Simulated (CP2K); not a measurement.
Consider methanimine at its PBE geometry (Å).

```xyz
5

C    -0.3944   -0.0126    0.0023
N     0.7574   -0.5592   -0.0657
H    -1.2832   -0.6548   -0.0569
H    -0.5752    1.0685    0.1186
H     1.4953    0.1580    0.0017
```

Method: CP2K XAS_TDP, all-electron GAPW, PBEh(45%), aug-cc-pVTZ, TDA, GW2X-corrected core level, no relativity.

Q: Where do the N K-edge lines lie, and how strong are they?

Leading lines: N2 397.81 eV. The leading line of an atom is its first one with 35 % of the strongest within 2.5 eV of its lowest line over the strength cut. Core ionisation energies at this level: N2 404.22 eV.

The first six lines of each atom with a strength over 0.0015:

```
                  atom  energy (eV)  states  strength, one atom  above the computed threshold
N2 (bonded to C and H)       397.81       1              0.0545                              
                             401.70       1              0.0148                              
                             403.00       1              0.0027                              
                             404.23       1              0.0082                           yes
                             404.44       1              0.0041                           yes
                             405.08       1              0.0062                           yes
```

Lines are vertical, at one geometry, with no vibrational structure. GW2X ionisation energies and lines can be off by 1 to 2 eV either way, and a good line position may hide errors that cancel. These values hold no scalar relativity, about 0.2 eV for N 1s. Rydberg lines, and the discretised continuum above threshold, depend on the basis and the box.

[Banner, clock and machine lines of the logs are left out without a mark of their own.]

[Logs are printed without paths, hosts, clocks, repeated set-up lines and the standing remarks that a program may print on its own settings, such as how far it seeks lower states.]

[Hosts, paths, dates, database ids (printed as entryN), source tags and the programs' standing remarks are cut or masked in the printed files.]
